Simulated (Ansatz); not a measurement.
# Meshes and cutoff for the phonons of LiF (Griceite, Fm-3m)

Wanted: convergence of the phonons of LiF (Griceite, Fm-3m) against cost.

Calculated with Ansatz 0.2.0; DFT LDA, scalar-relativistic, plane waves, PAW.

### Step 1. The starting structure

It takes space group Fm-3m (No. 225, cubic). The conventional cell has a = 3.909 Å, b = 3.909 Å, c = 3.909 Å, α = 90.00°, β = 90.00°, γ = 90.00°. Nearest to Li lie 6 F at 1.95 Å. Nearest to F lie 6 Li at 1.95 Å. Farther neighbours and most contacts between anions are not listed.

### Step 2. Tight relaxation

Phonons need a cell at rest on their own settings, so the relaxation is repeated with tight tolerances on forces and stress, using the mesh and the filling of the phonon run that follows.

input.yaml

```yaml
crystal:
  lattice:
    - [0.0, 1.9544544205, 1.9544544205]
    - [1.9544544205, 0.0, 1.9544544205]
    - [1.9544544205, 1.9544544205, 0.0]
  atoms:
    - { symbol: Li, position: [0.0, 0.0, 0.0] }
    - { symbol: F, position: [0.5, 0.5, 0.5] }
kpoints:
  mp_grid: { grid: [12, 12, 12] }
hamiltonian:
  xc: lda
scf:
  occupations: { method: fixed }
output:
  forces: true
  stress: true
  eigenvalues: true
relax:
  adjacent_minimum: "off"
  f_tol: 0.001
  max_steps: 60
  cell: { stress_tol: 0.01 }
```

The run is started by

```
ansatz run input.yaml --threads 4 --pin off --max-ram 7168MiB --backend cpu --events-out ev --progress --plain --runs-dir out
```

Numbers of over 12 decimals in the logs are rounded to 6 here.

What it wrote:

```text
Engine: ansatz 0.2.0, aarch64-unknown-linux-gnu
Pseudopotentials: kind: paw
Pseudopotential: Li, paw, valence charge 3, recommended cutoff 420 eV (normal), Li.paw.azcp
Pseudopotential: F, paw, valence charge 7, recommended cutoff 420 eV (normal), F.paw.azcp
Functional definition: SPW92
  exchange = slater_x
  correlation = pw_c
Crystal: 2 atoms, lattice volume = 14.932 Å³
Basis set: ecut = 420 eV, 283 PW (Γ)
[...]
--- Relaxed structure (1 steps of the walk, 1 accepted, 1 SCFs on fresh bases) ---
  F+E_penalty+E_count = -998.69694045 eV   max|allowed force component| = 4.345e-29 eV/Å   (the final SCF, on the basis selected at the relaxed cell)
  cell:  # Å, volume = 14.9316 Å³
    - [0.0, 1.9544544205, 1.9544544205]
    - [1.9544544205, 0.0, 1.9544544205]
    - [1.9544544205, 1.9544544205, 0.0]
  atoms:
    - { symbol: Li, position: [0.0, 0.0, 0.0] }
    - { symbol: F, position: [0.500000, 0.500000, 0.500000] }
[key lines of the parts left out:]
SCF converged after 4 iterations
Free energy (F): -998.696940 eV
Fermi energy:    1.350763 eV
P = ⅓ Tr σ = -0.0052 GPa (-0.052 kbar)
```

The job ended after 0.62 s (4 threads of Arm Neoverse V1, shared host; peak memory 0.26 GiB).

Little changed from the start: no atom moved by 0.005 Å and no cell edge by 0.1 %.

This step gave:

```
pressure           : -0.005168 GPa
gap on the k-mesh  : 9.697 eV
volume per atom    : 7.466 Å³
direct gap on mesh : 9.697 eV
```

The forces vanish by symmetry and the pressure is -0.005 GPa, within the tolerances set. The cell now holds 7.47 Å³/atom.

### Step 3. The dispersion

Stability and thermal properties need the whole zone. Linear response on a 4×4×4 q mesh gives force constants as far as a supercell of that size would, and the tensors from the zone-centre run are typed in so that the long-range dipole term is interpolated apart.

input.yaml, the sections that differ from step 2:

```yaml
output:
  eigenvalues: true
phonons:
  method: dfpt
  qmesh: [4, 4, 4]
  temperatures: { t_max: 1000, t_step: 50 }
  qpath:
    path:
      - [[0.0, 0.0, 0.0], [0.5, 0.0, 0.5], [0.625, 0.25, 0.625]]
      - [[0.375, 0.375, 0.75], [0.0, 0.0, 0.0], [0.5, 0.5, 0.5], [0.5, 0.25, 0.75], [0.5, 0.0, 0.5]]
    npoints: 10
  non_analytic_term:
    high_frequency_dielectric_tensor: [[2.1182, 0.0, 0.0], [0.0, 2.1182, 0.0], [0.0, 0.0, 2.1182]]
    born_effective_charges:
      - { species: Li, tensor: [[1.0405, 0.0, 0.0], [0.0, 1.0405, 0.0], [0.0, 0.0, 1.0405]] }
      - { species: F, tensor: [[-1.0405, 0.0, 0.0], [0.0, -1.0405, 0.0], [0.0, 0.0, -1.0405]] }
    source: "zone-centre run at this cell"
# crystal, kpoints, hamiltonian, scf: as in step 2
# relax: removed
```

What it wrote:

```text
[...]
Crystal: 2 atoms, lattice volume = 14.932 Å³
Basis set: ecut = 420 eV, 283 PW (Γ), exchange–correlation on 40×40×40 points (8 copies of the dense FFT grid, shifted against one another)
Bands: 9, of which v1, the nominal top of the filled ones, is band 5 counted from 1 (4 counted from 0)
Symmetry: 48 space group operations
k-points: 72 of 1728
[...]
SCF iter   1: F=—  HF=-998.718436 eV  |F-HF|=—  |Δ(HF+E_count)|=         —  Δρ=2.24e-2  dr2=5.00e-2  ethr=1.77e-3  ⟨swp⟩=3.9  Hψ=3520  notcnv=0  defer=122
[...]
SCF iter   7: F=-998.696941 eV  HF=-998.696941 eV  |F-HF|=2.05e-12  |Δ(HF+E_count)|=  2.01e-10  Δρ=2.13e-7  dr2=2.94e-12  ethr=1.00e-12  ⟨swp⟩=5.8  Hψ=2936  notcnv=0
SCF 1 converged in 7 iterations: F = -998.696941 eV  dr2 = 2.94e-12
[...]
NSCF: frozen V_eff on 72 k-points
[...]
DFPT response loops at q = (0, 0, 0) (fractional): preconditioner auto → none (the input reference at scf.mixing.eps_inf says where Resta's filter doesn't serve); β = 0.50; Broyden in place of MSR1
[...]
SCF converged after 7 iterations
Free energy (F): -998.696941 eV
[...]
Internal energy: -998.696941 eV  (E = F + TS)
E sigma→0 (E₀):  -998.696941 eV
Fermi energy:    1.350765 eV
[...]
--- Band table (eV; the first three rows and the last of 72) ---
[...]
--- Phonons (Γ-DFPT): 2 representative perturbations + reference (Σ response iterations 7) ---
  ASR residual: 7.296e-5 → 0.000e0 eV/Å²; symmetrization residual: 5.891e-7 eV/Å²
  ASR residual per site (eV/Å²): 1.68e-5 7.30e-5
  Γ frequencies (cm⁻¹): 0.00 0.00 0.00 339.20 339.20 339.20
--- Phonons (arbitrary-q DFPT): 8 irreducible q on the 4×4×4 mesh ---
  q = [0.0000, 0.0000, 0.0000] (star 1, of the zone-centre solve; hermiticity 5.48e-7, symmetrization 1.05e-13): -0.00 0.00 0.00 339.20 339.20 339.20
  q = [0.0000, 0.0000, 0.2500] (star 8, 2 solved perturbations on 936 of 1728 k-point pairs; hermiticity 7.83e-8, symmetrization 1.35e-13): 154.07 154.07 269.06 333.08 333.08 651.42
[...]
q = [0.0000, 0.2500, 0.2500] (star 6, 4 solved perturbations in 1608 linear systems a pass and spin channel, the states on 510 of 1728 k-point pairs; hermiticity 3.33e-8, symmetrization 5.21e-14): 183.32 183.32 279.08 357.87 357.87 577.93
[...]
sum rule: each row above includes the acoustic sum rule's correction from the zone centre's row sums; it moved no ω² by more than (1.02 cm⁻¹)²
  mesh force constants: q→R imaginary residual 1.44e-18; ASR residual 7.296e-5 → 0.000e0 eV/Å²; symmetrization residual 1.776e-15 eV/Å²
  interpolated dispersion: 63 rows × 6 modes
  density of states and harmonic sums: on the 28×28×28 q-mesh, interpolated from the force constants of a 4×4×4 supercell (with the dipole–dipole term of supplied tensors)
  largest difference from the sums on the solved wave vectors: F 8.28e-3 eV, S 1.24e-5 and C_V 3.95e-6 eV/K
  zero-point energy: 0.129137 eV/cell   skipped modes (ω ≤ 0): 3   left out of the sums: 2.28e-5 of the cell's modes: C_V's classical limit lies that fraction below 3 k_B per atom; for a crystal, a wire or a layer, F and S can be off by more, and a phonons.interpolated_qmesh denser along its periods is the remedy for the sampling
```

Wall time 37 s (4 threads); peak memory 0.81 GiB; 2.3 min of CPU time.

This step gave:

| Item | Value |
| --- | --- |
| sum-rule residual before enforcement | 7.30e-5 eV/Å² |
| lowest frequency on the path | 0 cm⁻¹ |
| point group | m-3m |
| highest frequency on the path or at a solved wavevector | 668.1 cm⁻¹ |
| mean frequency | 347.2 cm⁻¹ |
| Debye temperature (second moment) | 679 K |
| logarithmic mean frequency | 328 cm⁻¹ |
| highest optical mode at the zone centre (no LO-TO term) | 339.2 cm⁻¹ |
| lowest optical zone-centre mode | 339.2 cm⁻¹ |
| lowest mode on the q mesh (acoustic modes at Γ apart) | 154.1 cm⁻¹ |
| zero-point energy per atom | 64.57 meV |
| heat capacity at 300 K | 19.71 J/(mol atoms K) |
| vibrational entropy at 300 K | 16.53 J/(mol atoms K) |

Frequencies (cm⁻¹) solved at each irreducible wavevector; negative means imaginary. Frequencies by wavevector, by row:

```tsv
q in reciprocal lattice units	star	mode 1	mode 2	mode 3	mode 4	mode 5	mode 6
0 0 0	1	0	0	0	339.2	339.2	339.2
0 0 0.25	8	154.1	154.1	269.1	333.1	333.1	651.4
0 0 -0.5	4	230.9	230.9	316.9	316.9	397.9	624.9
0 0.25 0.25	6	183.3	183.3	279.1	357.9	357.9	577.9
0 0.25 -0.5	24	241.1	288.4	349.1	360.6	379.6	528.4
0 0.25 -0.25	12	226.3	277.9	319.9	338	388.9	566.1
0 -0.5 -0.5	3	253.1	253.1	376	376.3	376.3	481.9
0.25 -0.5 -0.25	6	289.5	333.5	333.5	396.6	425.1	425.1
```

Interpolated from a 4×4×4 q mesh, with the LO-TO term (at Γ the limit along the path; where Γ stands inside the path, tables give the limit on arrival). The phonon branches at the labelled points (cm⁻¹):

```tsv
point	branch 1	branch 2	branch 3	branch 4	branch 5	branch 6
Γ	0	0	0	339	339	668
halfway	183	183	279	358	358	578
X	253	253	376	376	376	482
halfway	253	278	371	371	395	474
U	254	325	355	356	443	450
jump to K	254	325	355	356	443	450
halfway	183	215	292	317	372	614
Γ	0	0	0	339	339	668
halfway	154	154	269	333	333	651
L	231	231	317	317	398	625
halfway	251	287	339	374	376	543
W	290	334	334	397	425	425
halfway	272	282	366	387	390	466
X	253	253	376	376	376	482
```

The phonon branches as a text plot (rows in cm⁻¹):

```
    654 |***                      ************
    626 |   *                   **            *****
    599 |    **                *                   **
    571 |      *                                     *
    543 |       *            **                       *
    515 |        *          *                          *
    487 |         ******   *                            *      **
    459 |               ***                                 ***
    431 |                ***                             ***
    404 |              **   ***                 ****   ** ****
    376 |        ********      ***             *    **** *    ***
    348 |*********       ******   **********  *     ****** ***
    320 |       *        ** *********       **********  ****
    292 |      *        *    ** *                     ** *****
    264 |            *******   *            *       *****    ****
    237 |    **  ****       ***  *              ******
    209 |       *              ** **       *  **
    181 |   *  *                **        *  *
    153 |    **                  *          *
    125 |  **                     ***    * *
     97 |                           *     *
     70 | **                        **  **
     42 | *                          *  *
     14 |*                            **
         Γ           X  U|K            Γ         L        W     X
```

Symmetry leaves 8 wavevectors to solve. The lowest mode among them, the acoustic zeros apart, lies at q = (0, 0, 0.25) and is real, 154 cm⁻¹.

### Step 4. Another q mesh, q mesh 2×2×2

The q mesh is changed to 2×2×2, to see how far the force constants must reach.

Edit input.yaml of step 3 so:

```diff
@@ -18,3 +18,3 @@
   method: dfpt
-  qmesh: [4, 4, 4]
+  qmesh: [2, 2, 2]
   temperatures: { t_max: 1000, t_step: 50 }
```

What it wrote:

```text
[...]
Crystal: 2 atoms, lattice volume = 14.932 Å³
Basis set: ecut = 420 eV, 283 PW (Γ), exchange–correlation on 40×40×40 points (8 copies of the dense FFT grid, shifted against one another)
Bands: 9, of which v1, the nominal top of the filled ones, is band 5 counted from 1 (4 counted from 0)
Symmetry: 48 space group operations
k-points: 72 of 1728
[...]
SCF iter   1: F=—  HF=-998.718436 eV  |F-HF|=—  |Δ(HF+E_count)|=         —  Δρ=2.24e-2  dr2=5.00e-2  ethr=1.77e-3  ⟨swp⟩=3.9  Hψ=3520  notcnv=0  defer=122
[...]
SCF iter   7: F=-998.696941 eV  HF=-998.696941 eV  |F-HF|=2.05e-12  |Δ(HF+E_count)|=  2.01e-10  Δρ=2.13e-7  dr2=2.94e-12  ethr=1.00e-12  ⟨swp⟩=5.8  Hψ=2936  notcnv=0
SCF 1 converged in 7 iterations: F = -998.696941 eV  dr2 = 2.94e-12
[...]
SCF converged after 7 iterations
Free energy (F): -998.696941 eV
[...]
Internal energy: -998.696941 eV  (E = F + TS)
E sigma→0 (E₀):  -998.696941 eV
Fermi energy:    1.350765 eV
[...]
--- Band table (eV; the first three rows and the last of 72) ---
[...]
ASR residual: 7.296e-5 → 0.000e0 eV/Å²; symmetrization residual: 5.891e-7 eV/Å²
  ASR residual per site (eV/Å²): 1.68e-5 7.30e-5
  Γ frequencies (cm⁻¹): 0.00 0.00 0.00 339.20 339.20 339.20
--- Phonons (arbitrary-q DFPT): 3 irreducible q on the 2×2×2 mesh ---
[...]
interpolated dispersion: 63 rows × 6 modes
[...]
```

Elapsed: 6.2 s, on 4 threads; peak memory 0.43 GiB; 22 s of CPU time.

Numbers from this step:

| Property | Result |
| --- | --- |
| mean frequency | 347.5 cm⁻¹ |
| lowest mode on the q mesh (acoustic modes at Γ apart) | 230.9 cm⁻¹ |

Frequencies (cm⁻¹) solved at each irreducible wavevector; negative means imaginary. Frequencies by wavevector, by row:

```tsv
q in reciprocal lattice units	star	mode 1	mode 2	mode 3	mode 4	mode 5	mode 6
0 0 0	1	0	0	0	339.2	339.2	339.2
0 0 -0.5	4	230.9	230.9	316.9	316.9	397.9	624.9
0 -0.5 -0.5	3	253.1	253.1	376	376.3	376.3	481.9
```

Interpolated from a 2×2×2 q mesh, rough between the solved points, with the LO-TO term (at Γ the limit along the path; where Γ stands inside the path, tables give the limit on arrival). The phonon branches at the labelled points (cm⁻¹):

```tsv
point	branch 1	branch 2	branch 3	branch 4	branch 5	branch 6
Γ	0	0	0	339	339	668
halfway	184	184	281	370	370	586
X	253	253	376	376	376	482
halfway	251	276	370	370	396	474
U	247	317	350	350	448	456
jump to K	247	317	350	350	448	456
halfway	193	210	292	302	385	618
Γ	0	0	0	339	339	668
halfway	160	160	268	330	330	652
L	231	231	317	317	398	625
halfway	246	277	336	367	385	552
W	283	326	326	390	432	432
halfway	269	278	364	383	394	467
X	253	253	376	376	376	482
```

The phonon branches as a text plot (rows in cm⁻¹):

```
    654 |***                      ************
    626 |   ***                 **            *****
    599 |      *               *                   **
    571 |                    **                      *
    543 |       *                                     *
    515 |        ***        *                          *
    487 |           ****   *                            *      **
    459 |               ***                                 ***
    431 |                * **                            ***
    404 |              **    ***                ****   ** * **
    376 |    ************       **             *    ***  * ******
    348 |****    *       ******   *********   *     *****  ***
    320 |       *        ****  * ****      ***********   ***
    292 |      *        *    ****                      *******
    264 |            ***     **             *       *****   *****
    237 |    **  ****   ******** *              *******
    209 |       *              ** **       *  **
    181 |   *  *                **        *  *
    153 |    **                  *          *
    125 |  **                     ***    * *
     97 |                           *     *
     70 | **                         *  **
     42 | *                          *  *
     14 |*                            **
         Γ           X  U|K            Γ         L        W     X
```

The mean frequency is 347.5 cm⁻¹, +0.3 cm⁻¹ against the base run.

The highest branch reaches 668 cm⁻¹ on this path, at Γ. No branch goes imaginary on this path.

### Step 5. Another q mesh, q mesh 3×3×3

The q mesh is changed to 3×3×3, to see how far the force constants must reach.

Edit input.yaml of step 4 so:

```diff
@@ -18,3 +18,3 @@
   method: dfpt
-  qmesh: [2, 2, 2]
+  qmesh: [3, 3, 3]
   temperatures: { t_max: 1000, t_step: 50 }
```

What it wrote:

```text
[...]
Crystal: 2 atoms, lattice volume = 14.932 Å³
Basis set: ecut = 420 eV, 283 PW (Γ), exchange–correlation on 40×40×40 points (8 copies of the dense FFT grid, shifted against one another)
Bands: 9, of which v1, the nominal top of the filled ones, is band 5 counted from 1 (4 counted from 0)
Symmetry: 48 space group operations
k-points: 72 of 1728
[...]
E sigma→0 (E₀):  -998.696941 eV
Fermi energy:    1.350765 eV
[...]
--- Band table (eV; the first three rows and the last of 72) ---
[...]
ASR residual: 7.296e-5 → 0.000e0 eV/Å²; symmetrization residual: 5.891e-7 eV/Å²
  ASR residual per site (eV/Å²): 1.68e-5 7.30e-5
  Γ frequencies (cm⁻¹): 0.00 0.00 0.00 339.20 339.20 339.20
--- Phonons (arbitrary-q DFPT): 4 irreducible q on the 3×3×3 mesh ---
[...]
interpolated dispersion: 63 rows × 6 modes
[...]
[key lines of the parts left out:]
SCF converged after 7 iterations
Free energy (F): -998.696941 eV
```

The job ended after 17 s (4 threads; peak memory 0.56 GiB; 64 s of CPU time).

Frequencies (cm⁻¹) solved at each irreducible wavevector; negative means imaginary. Frequencies by wavevector, by row:

```tsv
q in reciprocal lattice units	star	mode 1	mode 2	mode 3	mode 4	mode 5	mode 6
0 0 0	1	0	0	0	339.2	339.2	339.2
0 0 0.3333	8	192.9	192.9	327.2	327.2	335.8	640.1
0 0.3333 0.3333	6	221.9	221.9	336.6	367.1	367.1	529.1
0 0.3333 -0.3333	12	252	336.5	338.3	344.8	429.2	484.3
```

The mean frequency is 347.1 cm⁻¹, -0.1 cm⁻¹ against the base run.

### Step 6. Another q mesh, q mesh 6×6×6

The q mesh is changed to 6×6×6, to see how far the force constants must reach.

Edit input.yaml of step 5 so:

```diff
@@ -18,3 +18,3 @@
   method: dfpt
-  qmesh: [3, 3, 3]
+  qmesh: [6, 6, 6]
   temperatures: { t_max: 1000, t_step: 50 }
```

What it wrote:

```text
[...]
Crystal: 2 atoms, lattice volume = 14.932 Å³
Basis set: ecut = 420 eV, 283 PW (Γ), exchange–correlation on 40×40×40 points (8 copies of the dense FFT grid, shifted against one another)
Bands: 9, of which v1, the nominal top of the filled ones, is band 5 counted from 1 (4 counted from 0)
Symmetry: 48 space group operations
k-points: 72 of 1728
[...]
E sigma→0 (E₀):  -998.696941 eV
Fermi energy:    1.350765 eV
[...]
--- Band table (eV; the first three rows and the last of 72) ---
[...]
ASR residual: 7.296e-5 → 0.000e0 eV/Å²; symmetrization residual: 5.891e-7 eV/Å²
  ASR residual per site (eV/Å²): 1.68e-5 7.30e-5
  Γ frequencies (cm⁻¹): 0.00 0.00 0.00 339.20 339.20 339.20
--- Phonons (arbitrary-q DFPT): 16 irreducible q on the 6×6×6 mesh ---
[...]
interpolated dispersion: 63 rows × 6 modes
[...]
[key lines of the parts left out:]
SCF converged after 7 iterations
Free energy (F): -998.696941 eV
```

It took 1.9 min on 4 threads; peak memory 0.81 GiB.

The mean frequency is 347.2 cm⁻¹, +0.0 cm⁻¹ against the base run.

### Step 7. Comparing the runs

Times are for 4 threads of Arm Neoverse V1, shared host. Results by setting:

```tsv
no.	q mesh	k-mesh	mean frequency (cm⁻¹)	lowest frequency on the path (cm⁻¹)	time	memory (GiB)
1	2×2×2	12×12×12	347.5	0	6.2 s	0.43
2	3×3×3	12×12×12	347.1	0	17 s	0.56
3	6×6×6	12×12×12	347.2	0	1.9 min	0.81
```

The runs together. Table of phonon density of states by wavenumber; read off at these points; values in 1/cm⁻¹/cell:

```tsv
wavenumber (cm⁻¹)	2×2×2, 12×12×12	3×3×3, 12×12×12	6×6×6, 12×12×12
5	0	0	0
35	1.1e-4	1.5e-4	1.3e-4
65	4.3e-4	5.7e-4	4.9e-4
95	9.9e-4	0.00124	0.00111
135	0.00231	0.00265	0.00249
165	0.00403	0.00431	0.00421
195	0.00719	0.00708	0.00716
225	0.0164	0.0139	0.0145
245	0.0281	0.0224	0.0232
255	0.0227	0.0245	0.0254
285	0.0107	0.0110	0.0114
315	0.0244	0.0194	0.0138
355	0.0413	0.0479	0.0461
385	0.0210	0.0211	0.0190
415	0.00808	0.00621	0.00601
445	0.00117	0.00194	0.00113
475	0.00495	0.00431	0.00542
505	0.0045	0.00427	0.00479
535	0.00477	0.00458	0.00488
575	0.00537	0.00509	0.00517
605	0.00589	0.00557	0.0054
615	0.00609	0.00575	0.00549
635	0.00441	0.00415	0.00384
665	0.00107	0.001	9.2e-4
```

The runs together, line C_V. Table of C_V by temperature; values in J/mol-atom/K:

```tsv
temperature (K)	2×2×2, 12×12×12	3×3×3, 12×12×12	6×6×6, 12×12×12
0	0	0	0
50	0.777	0.81	0.784
100	5.79	5.76	5.75
150	11.4	11.3	11.3
200	15.3	15.3	15.3
250	18.0	18.0	18.0
300	19.7	19.7	19.7
350	20.9	20.9	20.9
400	21.7	21.7	21.7
450	22.3	22.4	22.4
500	22.8	22.8	22.8
550	23.2	23.2	23.2
600	23.4	23.4	23.4
650	23.6	23.6	23.6
700	23.8	23.8	23.8
750	23.9	24.0	24.0
800	24.1	24.1	24.1
850	24.2	24.2	24.2
900	24.2	24.2	24.2
950	24.3	24.3	24.3
1000	24.4	24.4	24.4
```

(Continued in part 2 of 3.)

[Logs are printed without paths, hosts, clocks, repeated set-up lines and the standing remarks that a program may print on its own settings, such as how far it seeks lower states.]

[Hosts, paths, dates, database ids (printed as entryN), source tags and the programs' standing remarks are cut or masked in the printed files.]
